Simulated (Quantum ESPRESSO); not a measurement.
## La2Fe2Se2O3: parallel and opposed starts

Does La2Fe2Se2O3 prefer parallel or opposed moments?

Calculated with Quantum ESPRESSO 7.5; LDA with U = 4.5 eV on Fe d (ortho-atomic projectors); plane waves with GBRV 1.5 LDA potentials, no spin-orbit coupling.

**1. Starting point**

Symmetry: I4/mmm, No. 139, tetragonal system. Conventional cell: a = 4.122 Å, b = 4.122 Å, c = 18.979 Å, α = 90.00°, β = 90.00°, γ = 90.00°. La has 4 O at 2.39 Å and 4 Se at 3.36 Å nearest. Nearest to Fe lie 2 O at 2.06 Å and 4 Se at 2.77 Å. Nearest to Se lie 4 Fe at 2.77 Å and 4 La at 3.36 Å. Nearest to O lie 4 Fe at 2.06 Å. O has 4 La at 2.39 Å nearest. Farther neighbours and most contacts between anions are not listed.

The cell comes from Materials Project 2023-11-01, a database of computed structures, and need not be the stable phase.

**2. Run 1 (ferro ++)**

The signs are those of the starting moments on the seeded atoms, the atoms that are given a moment.

Input file pw.in:

```
&CONTROL
  calculation = 'scf'
  prefix = 'pwscf'
  outdir = './tmp'
  pseudo_dir = './pseudo'
  disk_io = 'nowf'
/
&SYSTEM
  ibrav = 0
  nat = 9
  ntyp = 4
  ecutwfc = 40
  ecutrho = 280
  nbnd = 59
  occupations = 'smearing'
  smearing = 'fd'
  degauss = 0.00367493
  nspin = 2
  starting_magnetization(1) = 0
  starting_magnetization(2) = 0.25
  starting_magnetization(3) = 0
  starting_magnetization(4) = 0
/
&ELECTRONS
  conv_thr = 1.8d-08
  electron_maxstep = 150
  mixing_beta = 0.3
/
ATOMIC_SPECIES
La    138.9055 la_lda_v1.uspp.F.UPF
Fe     55.8450 fe_lda_v1.5.uspp.F.UPF
Se     78.9710 se_lda_v1.uspp.F.UPF
O      15.9990 o_lda_v1.2.uspp.F.UPF
CELL_PARAMETERS angstrom
  -2.0608245057    2.0608395062    9.4894935136
   2.0608245057   -2.0608395062    9.4894935136
   2.0608245057    2.0608395062   -9.4894935136
ATOMIC_POSITIONS crystal
La      0.3136675000    0.3136675000    0.0000000000
La      0.6863325000    0.6863325000    0.0000000000
Fe      0.0000000000    0.5000000000    0.5000000000
Fe      0.5000000000    0.0000000000    0.5000000000
Se      0.9021490000    0.9021490000    0.0000000000
Se      0.0978510000    0.0978510000    0.0000000000
O       0.5000000000    0.5000000000    0.0000000000
O       0.2500010000    0.7500010000    0.5000000000
O       0.7499990000    0.2499990000    0.5000000000
K_POINTS automatic
6 6 6 0 0 0
HUBBARD {ortho-atomic}
U Fe-3d 4.5000
```

The run is started by

```bash
$ OMP_NUM_THREADS=1 mpirun -n 4 pw.x -nk 4 -in pw.in > pw.out
```

What it wrote:

```text
Program PWSCF v.7.5 starts

     Message from routine setup:
     using ibrav=0 with symmetry is DISCOURAGED, use correct ibrav instead

     K-points division:     npool     =       4
     Subspace diagonalization in iterative solution of the eigenvalue problem:

     G-vector sticks info
     --------------------
     sticks:   dense  smooth     PW     G-vecs:    dense   smooth      PW
     Sum        4395    2511    875                86063    37233    7675

     Using Slab Decomposition

     bravais-lattice index     =            0
     lattice parameter (alat)  =      18.7592  a.u.
     unit-cell volume          =    1087.8896 (a.u.)^3
     number of atoms/cell      =            9
     number of atomic types    =            4
     number of electrons       =        84.00
     number of Kohn-Sham states=           59
     kinetic-energy cutoff     =      40.0000  Ry
     charge density cutoff     =     280.0000  Ry
     scf convergence threshold =      1.8E-08
     mixing beta               =       0.3000
     number of iterations used =            8  plain     mixing
     Exchange-correlation= SLA  PZ   NOGX NOGC
                           (   1   1   0   0   0   0   0)
     Hubbard projectors: ortho-atomic
     Hubbard parameters of DFT+U (Dudarev formulation) in eV:
     U(Fe-3d) =  4.5000

     Internal variables: lda_plus_u =T, lda_plus_u_kind = 0

     Internal variables: orbital_resolved =F, hub_pot_fix =F, apply_U = F

     celldm(1)=  18.759237  celldm(2)=   0.000000  celldm(3)=   0.000000
     celldm(4)=   0.000000  celldm(5)=   0.000000  celldm(6)=   0.000000

     crystal axes: (cart. coord. in units of alat)
               a(1) = (  -0.207599   0.207600   0.955931 )
               a(2) = (   0.207599  -0.207600   0.955931 )
               a(3) = (   0.207599   0.207600  -0.955931 )

     reciprocal axes: (cart. coord. in units 2 pi/alat)
               b(1) = ( -0.000000  2.408475  0.523050 )
               b(2) = (  2.408492  0.000000  0.523050 )
               b(3) = (  2.408492  2.408475  0.000000 )

     PseudoPot. # 1 for La read from file:
     la_lda_v1.uspp.F.UPF
     Pseudo is Ultrasoft + core correction, Zval = 11.0
     Generated by new atomic code, or converted to UPF format
     Using radial grid of  995 points,  8 beta functions with:
                l(1) =   0
                l(2) =   0
                l(3) =   1
                l(4) =   1
                l(5) =   2
                l(6) =   2
                l(7) =   3
                l(8) =   3
     Q(r) pseudized with  8 coefficients,  rinner =    1.700   1.700   1.700
                                                       1.700   1.700   1.700
                                                       1.700

     PseudoPot. # 2 for Fe read from file:
     fe_lda_v1.5.uspp.F.UPF
     Pseudo is Ultrasoft + core correction, Zval = 16.0
     Generated by new atomic code, or converted to UPF format
     Using radial grid of  861 points,  6 beta functions with:
                l(1) =   0
                l(2) =   0
                l(3) =   1
                l(4) =   1
                l(5) =   2
                l(6) =   2
     Q(r) pseudized with  8 coefficients,  rinner =    1.000   1.000   1.000
                                                       1.000   1.000

     PseudoPot. # 3 for Se read from file:
     se_lda_v1.uspp.F.UPF
     Pseudo is Ultrasoft + core correction, Zval =  6.0
     Generated by new atomic code, or converted to UPF format
     Using radial grid of  877 points,  6 beta functions with:
                l(1) =   0
                l(2) =   0
                l(3) =   1
                l(4) =   1
                l(5) =   2
                l(6) =   2
     Q(r) pseudized with  8 coefficients,  rinner =    1.300   1.300   1.300
                                                       1.300   1.300

     PseudoPot. # 4 for O  read from file:
     o_lda_v1.2.uspp.F.UPF
     Pseudo is Ultrasoft + core correction, Zval =  6.0
     Generated by new atomic code, or converted to UPF format
     Using radial grid of  737 points,  5 beta functions with:
                l(1) =   0
                l(2) =   0
                l(3) =   1
                l(4) =   1
                l(5) =   2
     Q(r) pseudized with  8 coefficients,  rinner =    0.900   0.900   0.900
                                                       0.900   0.900

     atomic species   valence    mass     pseudopotential
     La               11.00   138.90550     La( 1.00)
     Fe               16.00    55.84500     Fe( 1.00)
     Se                6.00    78.97100     Se( 1.00)
     O                 6.00    15.99900     O ( 1.00)

     Starting magnetic structure
     atomic species   magnetization
     La              0.000
     Fe              0.250
     Se              0.000
     O               0.000

      8 Sym. Ops., with inversion, found

   Cartesian axes

     site n.     atom                  positions (alat units)
         1        La     tau(   1) = (   0.0000000  -0.0000000   0.5996892  )
         2        La     tau(   2) = (   0.0000000   0.0000000   1.3121736  )
         3        Fe     tau(   3) = (   0.2075987   0.0000000   0.0000000  )
         4        Fe     tau(   4) = (   0.0000000   0.2076003   0.0000000  )
         5        Se     tau(   5) = (  -0.0000000   0.0000000   1.7247852  )
         6        Se     tau(   6) = (   0.0000000   0.0000000   0.1870777  )
         7        O      tau(   7) = (   0.0000000   0.0000000   0.9559314  )
         8        O      tau(   8) = (   0.2075987  -0.0000000   0.4779676  )
         9        O      tau(   9) = (   0.0000000   0.2076003   0.4779638  )

     number of k points=    46  Fermi-Dirac smearing, width (Ry)=  0.0037
                       cart. coord. in units 2pi/alat
        k(    1) = (   0.0000000   0.0000000   0.0000000), wk =   0.0046296
        k(    2) = (   0.4014154   0.4014125   0.0000000), wk =   0.0185185
        k(    3) = (   0.8028308   0.8028250   0.0000000), wk =   0.0185185
        k(    4) = (  -1.2042462  -1.2042375   0.0000000), wk =   0.0092593
        k(    5) = (   0.4014154   0.0000000   0.0871750), wk =   0.0185185
        [... 41 further k-points ...]

     Dense  grid:    86063 G-vectors     FFT dimensions: ( 100, 100, 100)

     Smooth grid:    37233 G-vectors     FFT dimensions: (  75,  75,  75)

     Check: negative core charge=   -0.000014
     Generating pointlists ...
     new r_m :   0.0993 (alat units)  1.8622 (a.u.) for type    1
     new r_m :   0.0856 (alat units)  1.6064 (a.u.) for type    2
     new r_m :   0.1153 (alat units)  2.1625 (a.u.) for type    3
     new r_m :   0.0856 (alat units)  1.6064 (a.u.) for type    4

     Initial potential from superposition of free atoms

     starting charge      81.9426, renormalised to      84.0000

     negative rho (up, down):  8.550E-02 8.550E-02

     STARTING HUBBARD OCCUPATIONS:

     =================== HUBBARD OCCUPATIONS ===================
     ------------------------ ATOM    3 ------------------------
     Tr[ns(  3)] (up, down, total) =   5.00000  0.00000  5.00000
     Atomic magnetic moment for atom   3 =   5.00000
     [... lines left out ...]
     ------------------------ ATOM    4 ------------------------
     Tr[ns(  4)] (up, down, total) =   5.00000  0.00000  5.00000
     Atomic magnetic moment for atom   4 =   5.00000
     [... lines left out ...]
     Number of occupied Hubbard levels =   10.0000

     Atomic wfc used for Hubbard projectors are orthogonalized

     Starting wfcs are   86 randomized atomic wfcs

     Self-consistent Calculation

     iteration #  1     ecut=    40.00 Ry     beta= 0.30
     Davidson diagonalization with overlap
     ethr =  1.00E-02,  avg # of iterations =  4.8

     =================== HUBBARD OCCUPATIONS ===================
     ------------------------ ATOM    3 ------------------------
     Tr[ns(  3)] (up, down, total) =   4.96317  4.31711  9.28028
     Atomic magnetic moment for atom   3 =   0.64605
     [... lines left out ...]
     ------------------------ ATOM    4 ------------------------
     Tr[ns(  4)] (up, down, total) =   4.96318  4.31697  9.28015
     Atomic magnetic moment for atom   4 =   0.64621
     [... lines left out ...]
     Number of occupied Hubbard levels =   18.5604

     negative rho (up, down):  8.337E-02 8.342E-02

     total energy              =    -865.78481394 Ry
     estimated scf accuracy    <      52.54191708 Ry

     total magnetization       =     1.65 Bohr mag/cell
     absolute magnetization    =     2.28 Bohr mag/cell

     iteration #  2     ecut=    40.00 Ry     beta= 0.30
     Davidson diagonalization with overlap
     ethr =  1.00E-02,  avg # of iterations =  6.8

     negative rho (up, down):  1.038E-04 1.257E-04

     total energy              =    -861.22768867 Ry
     estimated scf accuracy    <     675.84373541 Ry

     total magnetization       =     0.07 Bohr mag/cell
     absolute magnetization    =     0.22 Bohr mag/cell

     iteration #  3     ecut=    40.00 Ry     beta= 0.30
     Davidson diagonalization with overlap
     ethr =  1.00E-02,  avg # of iterations =  9.2

     negative rho (up, down):  7.785E-03 7.791E-03

     total energy              =    -887.69255924 Ry
     estimated scf accuracy    <      21.68040521 Ry

     total magnetization       =     5.09 Bohr mag/cell
     absolute magnetization    =     5.63 Bohr mag/cell

     [... further iterations left out ...]

     iteration # 20     ecut=    40.00 Ry     beta= 0.30
     Davidson diagonalization with overlap
     ethr =  2.71E-10,  avg # of iterations =  3.9

     negative rho (up, down):  6.099E-02 6.283E-02

     total energy              =    -888.87893259 Ry
     estimated scf accuracy    <       0.00000014 Ry

     total magnetization       =     8.00 Bohr mag/cell
     absolute magnetization    =     8.03 Bohr mag/cell

     iteration # 21     ecut=    40.00 Ry     beta= 0.30
     Davidson diagonalization with overlap
     ethr =  1.64E-10,  avg # of iterations =  2.9

     negative rho (up, down):  6.100E-02 6.284E-02

     total energy              =    -888.87893263 Ry
     estimated scf accuracy    <       0.00000003 Ry

     total magnetization       =     8.00 Bohr mag/cell
     absolute magnetization    =     8.03 Bohr mag/cell

     iteration # 22     ecut=    40.00 Ry     beta= 0.30
     Davidson diagonalization with overlap
     ethr =  2.99E-11,  avg # of iterations =  4.5

     negative rho (up, down):  6.100E-02 6.284E-02

     total energy              =    -888.87893265 Ry
     estimated scf accuracy    <       0.00000002 Ry

     total magnetization       =     8.00 Bohr mag/cell
     absolute magnetization    =     8.03 Bohr mag/cell

     iteration # 23     ecut=    40.00 Ry     beta= 0.30
     Davidson diagonalization with overlap
     ethr =  2.82E-11,  avg # of iterations =  4.1

     negative rho (up, down):  6.100E-02 6.284E-02

     Magnetic moment per site  (integrated on atomic sphere of radius R)
     atom   1 (R=0.099)  charge=  6.2450  magn=  0.0117
     atom   2 (R=0.099)  charge=  6.2450  magn=  0.0117
     atom   3 (R=0.086)  charge= 13.3181  magn=  3.3508
     atom   4 (R=0.086)  charge= 13.3181  magn=  3.3508
     atom   5 (R=0.115)  charge=  4.4812  magn=  0.1058
     atom   6 (R=0.115)  charge=  4.4812  magn=  0.1058
     atom   7 (R=0.086)  charge=  5.5976  magn=  0.2010
     atom   8 (R=0.086)  charge=  5.6016  magn=  0.0071
     atom   9 (R=0.086)  charge=  5.6016  magn=  0.0071

     End of self-consistent calculation

     =================== HUBBARD OCCUPATIONS ===================
     ------------------------ ATOM    3 ------------------------
     Tr[ns(  3)] (up, down, total) =   4.92633  1.24920  6.17553
     Atomic magnetic moment for atom   3 =   3.67713
     [... lines left out ...]
     ------------------------ ATOM    4 ------------------------
     Tr[ns(  4)] (up, down, total) =   4.92633  1.24920  6.17553
     Atomic magnetic moment for atom   4 =   3.67713
     [... lines left out ...]
     Number of occupied Hubbard levels =   12.3511

     [... lines left out ...]
     the Fermi energy is    10.1586 ev

!    total energy              =    -888.87893266 Ry
     estimated scf accuracy    <       0.00000002 Ry
     smearing contrib. (-TS)   =      -0.00000002 Ry
     internal energy E=F+TS    =    -888.87893263 Ry

     The total energy is F=E-TS. E is the sum of the following terms:
     one-electron contribution =    -515.30461899 Ry
     hartree contribution      =     298.76274525 Ry
     xc contribution           =    -235.95951885 Ry
     ewald contribution        =    -436.51488864 Ry
     Hubbard energy            =       0.13734860 Ry

     total magnetization       =     8.00 Bohr mag/cell
     absolute magnetization    =     8.03 Bohr mag/cell

     convergence has been achieved in  23 iterations

=------------------------------------------------------------------------------=
   JOB DONE.
=------------------------------------------------------------------------------=
```

It took 9.2 min on 4 MPI ranks of AMD EPYC 9R14 (Zen 4), shared host; peak memory 2.1 GiB; 37 min of CPU time.

Spin moment in the atom's sphere by atom:

| atom | spin moment in the atom's sphere (μB) |
| --- | --- |
| La1 | 0.01 |
| La2 | 0.01 |
| Fe3 | 3.35 |
| Fe4 | 3.35 |
| Se5 | 0.11 |
| Se6 | 0.11 |
| O7 | 0.20 |
| O8 | 0.01 |
| O9 | 0.01 |

Read from the output:

* smearing term TS: 3.28e-7 eV
* magnetization: 8 μB
* absolute magnetization: 8.027 μB
* final state: ferromagnetic

(Part 1 of 2 ends here.)

[Logs and program files are shortened in this print: banners, set-up blocks, solver, clock and traceback lines can be left out without a mark of their own.]

[Logs are printed without paths, hosts, clocks, repeated set-up lines and the standing remarks that a program may print on its own settings, such as how far it seeks lower states.]

[Hosts, paths, dates, database ids (printed as entryN), source tags and the programs' standing remarks are cut or masked in the printed files.]

[Where a cell is said to come from a database of computed structures, the database is the Materials Project.]
